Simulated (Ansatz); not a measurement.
# Work function of Au by crystal face

How much does the work function of Au differ between its low-index faces, and does the functional change the order?

Measured values are compiled ones, as quoted in “Properties of real metallic surfaces: Effects of density functional semilocality and van der Waals nonlocality” (2017, arxiv:1702.08515) and “Anisotropic work function of elemental crystals” (2019, arxiv:1902.07811).

**Method.** Ansatz 0.2.0, plane waves with PAW datasets (its set soft_2) at their recommended cutoffs; symmetric slabs of 7 layers (11 for bcc (111)) cut at the tabulated experimental lattice constant, atoms at bulk places, 18 Å of vacuum, k-spacing 0.16 Å⁻¹ (2π included), Fermi-Dirac smearing of 0.1 eV, SCF threshold 1e-9 eV; spin-polarised where the metal is Fe, Co or Ni. The work function is the vacuum level less the Fermi level; differences are formed before rounding.

The runs side by side:

```
 face  atoms per nm²  LDA (eV)  PBEsol (eV)  r2SCAN (eV)  PBE (eV)  RPBE (eV)  PBE, relaxed (eV)  measured (eV)
(111)           13.9      5.58         5.31         5.18      5.16       4.98               5.27          5.33*
(100)           12.0      5.49         5.21         5.09      5.07       4.89               5.10          5.22*
(110)            8.5      5.35         5.07         4.95      4.94       4.77               4.94          5.16*
```

What this shows: With PBE the work function runs from 5.16 eV on (111) to 4.94 eV on (110). It falls with the atom density, as Smoluchowski smoothing would have it: on an open face electrons flow from the ridges into the troughs, which weakens the surface dipole. All functionals in the table give the same order. LDA lies 0.41 to 0.42 eV above PBE. Relaxing all layers with PBE (forces under 0.01 eV/Å) moves the values by −0.01 to +0.11 eV.

Caveats: Slabs this thin leave size errors that can reach a tenth of an eV or more. Compiled measured values differ between sources by a tenth of an eV or more. A star marks a face that reconstructs in experiment, which these slabs don't, so it is no test. The functionals share one unrelaxed geometry at the tabulated experimental lattice constant; the relaxed column keeps that in-plane lattice, which is not PBE's own. Spin-orbit coupling is left out.

[Logs are printed without paths, hosts, clocks, repeated set-up lines and the standing remarks that a program may print on its own settings, such as how far it seeks lower states.]
